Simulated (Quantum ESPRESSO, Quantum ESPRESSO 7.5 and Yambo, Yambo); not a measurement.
**A GW chain in Yambo: SrTiO3 (Tausonite)**

How does a plane-wave GW calculation on SrTiO3 (Tausonite) run from the first input to the gap?

Main program and level: Quantum ESPRESSO 7.5 and Yambo 5.3.0; PBE and many-body steps on it, plane waves.

**What was measured.**

- Gap 3.77 eV: direct gap (M0 critical point); spectroscopic ellipsometry, second-derivative fit; 300 K; bulk crystal (commercial single crystal) (“Optical probe of ferroelectric order in bulk and thin film perovskite titanates”, 2013, arxiv:1309.1245).

This is a report of a sequence of runs, with most program output left out.

### Step 1. The structure

It takes space group Pm-3m (No. 221, cubic). Conventional cell: a = 3.905 Å, b = 3.905 Å, c = 3.905 Å, α = 90.00°, β = 90.00°, γ = 90.00°. Sr has 12 O at 2.76 Å nearest. Nearest to Ti lie 6 O at 1.95 Å. Nearest to O lie 2 Ti at 1.95 Å and 4 Sr at 2.76 Å. Farther neighbours and most contacts between anions are not listed.

The cell and positions come from the Crystallography Open Database and are kept as given unless a step says otherwise.

### Step 2. Ground state

This step: Quantum ESPRESSO 7.5; DFT, PBE, plane waves, norm-conserving pseudopotentials.

The ground-state density comes first.

Contents of pw.in:

```
&control
  calculation = 'scf'
  prefix = 'x'
  outdir = 'o'
  pseudo_dir = 'pseudo'
/
&system
  ibrav = 0
  nat = 5
  ntyp = 3
  ecutwfc = 76.0
  nbnd = 26
  force_symmorphic = .true.
/
&electrons
  conv_thr = 1e-10
  electron_maxstep = 80
  mixing_beta = 0.5
/
ATOMIC_SPECIES
  Sr 87.62 Sr.upf
  Ti 47.867 Ti.upf
  O 15.999 O.upf
CELL_PARAMETERS angstrom
  3.9052800000 0.0000000000 0.0000000000
  0.0000000000 3.9052800000 0.0000000000
  0.0000000000 0.0000000000 3.9052800000
ATOMIC_POSITIONS crystal
  Sr 0.5000000000 0.5000000000 0.5000000000
  Ti 0.0000000000 0.0000000000 0.0000000000
  O 0.5000000000 0.0000000000 0.0000000000
  O 0.0000000000 0.5000000000 0.0000000000
  O 0.0000000000 0.0000000000 0.5000000000
K_POINTS automatic
  6 6 6 0 0 0
```

Started as:

```bash
$ OMP_NUM_THREADS=1 mpirun -n 8 pw.x -nk 8 -in pw.in > pw.out
```

Run time: 12 s. Hardware: 8 MPI ranks of Arm Neoverse V1, shared host; peak memory 0.57 GiB; 87 s of CPU time.

Numbers from this step:

* total energy: -3905.9468 eV
* gap: 1.908 eV
* k of the valence top: -0.5, -0.5, -0.5
* k of the conduction bottom: 0, 0, 0
* least direct gap: 2.263 eV

The gap is indirect, with the least direct gap 0.36 eV higher.

### Step 3. Bands along the symmetry lines

Levels along a band path, at the cheap level, show where the edges lie and whether the meshes to come will hold them.

Contents of pw.in:

```
&control
  calculation = 'bands'
  prefix = 'x'
  outdir = 'o'
  pseudo_dir = 'pseudo'
/
&system
  ibrav = 0
  nat = 5
  ntyp = 3
  ecutwfc = 76.0
  nbnd = 26
  force_symmorphic = .true.
/
&electrons
  conv_thr = 1e-9
  electron_maxstep = 80
  diago_full_acc = .true.
  diago_thr_init = 5e-6
/
ATOMIC_SPECIES
  Sr 87.62 Sr.upf
  Ti 47.867 Ti.upf
  O 15.999 O.upf
CELL_PARAMETERS angstrom
  3.9052800000 0.0000000000 0.0000000000
  0.0000000000 3.9052800000 0.0000000000
  0.0000000000 0.0000000000 3.9052800000
ATOMIC_POSITIONS crystal
  Sr 0.5000000000 0.5000000000 0.5000000000
  Ti 0.0000000000 0.0000000000 0.0000000000
  O 0.5000000000 0.0000000000 0.0000000000
  O 0.0000000000 0.5000000000 0.0000000000
  O 0.0000000000 0.0000000000 0.5000000000
K_POINTS crystal
  50
  0.00000000 0.00000000 0.00000000 1
  0.00000000 0.06250000 0.00000000 1
  0.00000000 0.12500000 0.00000000 1
  0.00000000 0.18750000 0.00000000 1
  0.00000000 0.25000000 0.00000000 1
  0.00000000 0.31250000 0.00000000 1
  0.00000000 0.37500000 0.00000000 1
  0.00000000 0.43750000 0.00000000 1
  0.00000000 0.50000000 0.00000000 1
  0.06250000 0.50000000 0.00000000 1
  0.12500000 0.50000000 0.00000000 1
  0.18750000 0.50000000 0.00000000 1
  0.25000000 0.50000000 0.00000000 1
  0.31250000 0.50000000 0.00000000 1
  0.37500000 0.50000000 0.00000000 1
  0.43750000 0.50000000 0.00000000 1
  0.50000000 0.50000000 0.00000000 1
  0.43750000 0.43750000 0.00000000 1
  0.37500000 0.37500000 0.00000000 1
  0.31250000 0.31250000 0.00000000 1
  0.25000000 0.25000000 0.00000000 1
  0.18750000 0.18750000 0.00000000 1
  0.12500000 0.12500000 0.00000000 1
  0.06250000 0.06250000 0.00000000 1
  0.00000000 0.00000000 0.00000000 1
  0.06250000 0.06250000 0.06250000 1
  0.12500000 0.12500000 0.12500000 1
  0.18750000 0.18750000 0.18750000 1
  0.25000000 0.25000000 0.25000000 1
  0.31250000 0.31250000 0.31250000 1
  0.37500000 0.37500000 0.37500000 1
  0.43750000 0.43750000 0.43750000 1
  0.50000000 0.50000000 0.50000000 1
  0.43750000 0.50000000 0.43750000 1
  0.37500000 0.50000000 0.37500000 1
  0.31250000 0.50000000 0.31250000 1
  0.25000000 0.50000000 0.25000000 1
  0.18750000 0.50000000 0.18750000 1
  0.12500000 0.50000000 0.12500000 1
  0.06250000 0.50000000 0.06250000 1
  0.00000000 0.50000000 0.00000000 1
  0.50000000 0.50000000 0.50000000 1
  0.50000000 0.50000000 0.43750000 1
  0.50000000 0.50000000 0.37500000 1
  0.50000000 0.50000000 0.31250000 1
  0.50000000 0.50000000 0.25000000 1
  0.50000000 0.50000000 0.18750000 1
  0.50000000 0.50000000 0.12500000 1
  0.50000000 0.50000000 0.06250000 1
  0.50000000 0.50000000 0.00000000 1
```

The job ended after 6.8 s (8 MPI ranks; peak memory 0.53 GiB; 51 s of CPU time).

Numbers from this step:

```
gap                        : 1.908 eV
k of the valence top       : 0.5, 0.5, 0.5
k of the conduction bottom : 0, 0, 0
least direct gap           : 2.263 eV
```

The gap is 1.908 eV, as in the run before at this level.

The electronic bands at the labelled points (eV, zero at the top of the highest filled band):

| point | band 17 | band 18 | band 19 | band 20 | band 21 | band 22 | band 23 | band 24 |
| --- | --- | --- | --- | --- | --- | --- | --- | --- |
| Γ | -1.17 | -0.36 | -0.36 | -0.36 | 1.91 | 1.91 | 1.91 | 4.39 |
| halfway | -1.66 | -1.60 | -0.60 | -0.60 | 1.99 | 2.96 | 2.96 | 4.40 |
| X | -2.34 | -1.96 | -0.73 | -0.73 | 2.07 | 3.83 | 3.83 | 4.40 |
| halfway | -1.86 | -1.45 | -1.32 | -0.63 | 3.03 | 3.83 | 3.96 | 5.14 |
| M | -1.72 | -1.55 | -1.55 | -0.09 | 3.84 | 3.84 | 4.30 | 5.37 |
| halfway | -1.69 | -1.35 | -1.06 | -0.73 | 2.92 | 3.06 | 3.34 | 5.02 |
| Γ | -1.17 | -0.36 | -0.36 | -0.36 | 1.91 | 1.91 | 1.91 | 4.39 |
| halfway | -2.78 | -0.92 | -0.92 | -0.62 | 3.40 | 3.45 | 3.45 | 6.54 |
| R | -3.71 | 0.00 | 0.00 | 0.00 | 4.52 | 4.52 | 4.52 | 7.00 |
| halfway | -2.71 | -0.94 | -0.80 | -0.52 | 3.53 | 4.03 | 4.05 | 6.50 |
| X | -2.34 | -1.96 | -0.73 | -0.73 | 2.07 | 3.83 | 3.83 | 4.40 |
| jump to R | -3.71 | 0.00 | 0.00 | 0.00 | 4.52 | 4.52 | 4.52 | 7.00 |
| halfway | -3.15 | -0.66 | -0.66 | -0.04 | 4.12 | 4.12 | 4.41 | 6.82 |
| M | -1.72 | -1.55 | -1.55 | -0.09 | 3.84 | 3.84 | 4.30 | 5.37 |

### Step 4. Empty states on the mesh, 4×4×4 mesh, 67 bands

The sums over transitions need many empty states on a uniform mesh; this step solves for them.

Contents of pw.in:

```
&control
  calculation = 'nscf'
  prefix = 'x'
  outdir = 'o'
  pseudo_dir = 'pseudo'
/
&system
  ibrav = 0
  nat = 5
  ntyp = 3
  ecutwfc = 76.0
  nbnd = 67
  force_symmorphic = .true.
/
&electrons
  conv_thr = 1e-9
  electron_maxstep = 80
  diago_full_acc = .true.
  diago_thr_init = 5e-6
/
ATOMIC_SPECIES
  Sr 87.62 Sr.upf
  Ti 47.867 Ti.upf
  O 15.999 O.upf
CELL_PARAMETERS angstrom
  3.9052800000 0.0000000000 0.0000000000
  0.0000000000 3.9052800000 0.0000000000
  0.0000000000 0.0000000000 3.9052800000
ATOMIC_POSITIONS crystal
  Sr 0.5000000000 0.5000000000 0.5000000000
  Ti 0.0000000000 0.0000000000 0.0000000000
  O 0.5000000000 0.0000000000 0.0000000000
  O 0.0000000000 0.5000000000 0.0000000000
  O 0.0000000000 0.0000000000 0.5000000000
K_POINTS automatic
  4 4 4 0 0 0
```

Started as:

```bash
$ OMP_NUM_THREADS=1 mpirun -n 8 pw.x -nk 4 -in pw.in > pw.out
```

Elapsed: 6.1 s, on 8 MPI ranks; peak memory 0.48 GiB.

This step gave:

```
gap                                                           : 1.908 eV
k of the valence top                                          : -0.5, -0.5, -0.5
k of the conduction bottom                                    : 0, 0, 0
least direct gap                                              : 2.263 eV
k points computed                                             : 10
lowest point of the top converged band, above the valence top : 39.47 eV
```

On this mesh the gap is 1.908 eV.

### Step 5. Conversion and set-up

This step: Yambo 5.3.0; conversion and set-up on PBE, plane waves, norm-conserving pseudopotentials.

The states are converted to the many-body program's format and the q mesh is built.

Started as:

```bash
$ (cd o/x.save; p2y > p2y.log; mv SAVE ../..); yambo > setup.log
```

It took 3.4 s on 1 MPI rank; peak memory 0.25 GiB.

### Step 6. Screening and self-energy, 4×4×4 mesh, 67 bands, screening to 95.2 eV

Now the one-shot GW correction: screening in the RPA, then the self-energy of the levels asked for.

This step: G0W0 on PBE, plane waves, norm-conserving pseudopotentials.

Contents of gw1.in:

```
HF_and_locXC
gw0
dyson
ppa
em1d
rim_cut
RandQpts= 1000000
RandGvec= 1 RL
EXXRLvcs= 76 Ry
VXCRLvcs= 304 Ry
Chimod= "HARTREE"
% BndsRnXp
 1 | 67 |
%
NGsBlkXp= 7 Ry
% LongDrXp
 1 | 1 | 1 |
%
% GbndRnge
 1 | 67 |
%
DysSolver= "n"
ExtendOut
PPAPntXp= 27.21138 eV
% QPkrange
 10 | 10 | 19 | 22 |
 1 | 1 | 19 | 22 |
%
```

Started as:

```bash
$ OMP_NUM_THREADS=1 mpirun -n 8 yambo -F gw1.in -J gw1 -C gw1 > gw1.log
```

The job ended after 36 s (8 MPI ranks; peak memory 3.4 GiB).

This step gave:

```
G0W0 gap on the points computed              : 3.537 eV
starting gap on the mesh                     : 1.908 eV
k of the valence top                         : -0.5, -0.5, -0.5
k of the conduction bottom                   : 0, 0, 0
least direct G0W0 gap on the computed points : 3.889 eV
Z at the valence top                         : 0.7675
Z at the conduction bottom                   : 0.7796
```

The gap on the mesh goes from 1.91 eV to 3.54 eV, a correction of +1.63 eV.

Limits: finite bands, cutoff and mesh; no spin-orbit coupling; coarse k mesh. v1 is the top filled band, c1 the lowest empty one. Levels before and after the correction, in eV, zero at the valence-band top of each column:

|  | conduction bottom | valence top |
| --- | --- | --- |
| Kohn-Sham | 1.91 | 0.00 |
| G0W0 | 3.54 | 0.00 |

|  | level | energy (eV) |
| --- | --- | --- |
| Kohn-Sham | Γ v2-v1 | -0.355 |
| Kohn-Sham | Γ c1-c2 | 1.908 |
| Kohn-Sham | (-0.5 -0.5 -0.5) v2-v1 | 0.000 |
| Kohn-Sham | (-0.5 -0.5 -0.5) c1-c2 | 4.517 |
| G0W0 | Γ v2-v1 | -0.352 |
| G0W0 | Γ c1-c2 | 3.537 |
| G0W0 | (-0.5 -0.5 -0.5) v2-v1 | 0.000 |
| G0W0 | (-0.5 -0.5 -0.5) c1-c2 | 6.449 |

### Step 7. Where the time went

Times are wall times on the hardware named with each run, good to a factor of about two.

| step | time | share | memory (GiB) |
| --- | --- | --- | --- |
| ground state | 12 s | 18 % | 0.57 |
| bands along the symmetry lines | 6.8 s | 11 % | 0.53 |
| empty states on the mesh | 6.1 s | 10 % | 0.48 |
| conversion and set-up | 3.4 s | 5 % | 0.25 |
| screening and self-energy | 36 s | 56 % | 3.4 |

### Step 8. What came out

- PBE gap: 1.91 eV, indirect
- G0W0 gap on the mesh: 3.54 eV
- GW settings: 4×4×4 mesh, 67 bands, screening to 95.2 eV, Godby-Needs plasmon pole
- known limits: not at the basis limit; no spin-orbit coupling; coarse k mesh

**Reading.** G0W0 moves the gap on the mesh from 1.91 eV to 3.54 eV (+1.63 eV), with Z of 0.77 and 0.78 at the edges. Only 2 of the mesh's irreducible points were corrected, so a valley elsewhere could overtake. The dearest step here is «screening and self-energy». Against experiment, by G0W0@PBE: the direct gap of 3.89 eV lies +0.12 eV from the measured 3.77 eV (direct, 300 K, 2013). An exciton line or allowed optical edge lies below the quasiparticle gap by the binding energy; a forbidden edge can push the onset above it. The calculation has static nuclei and no excitons; a measured gap holds zero-point and thermal motion, which mostly lowers it. Bands and cutoff are finite, so the gap is not at the basis limit. The miss can reach some tenths of an eV and take either sign; the mesh is an error of its own. In the G0W0 run levels were corrected at 2 k points alone, so a gap called «on the mesh» is the least over those, and an edge elsewhere would be missed. The 4×4×4 mesh is coarse for this cell, which bears on the long-range parts of exchange and screening. This is the ideal cubic cell; many perovskites, halides above all, are cubic only on average, and local tilts or off-centring can widen the gap. The many-body steps are scalar-relativistic: spin-orbit coupling is not in them.

[Paths, hosts, dates, memory and timing lines, banners, echoed tables and standing remarks are left out of the program output.]

[Logs are printed without paths, hosts, clocks, repeated set-up lines and the standing remarks that a program may print on its own settings, such as how far it seeks lower states.]

[Runs of the session that timed out or met a known fault of the program may be left out.]

[Hosts, paths, dates, database ids (printed as entryN), source tags and the programs' standing remarks are cut or masked in the printed files.]
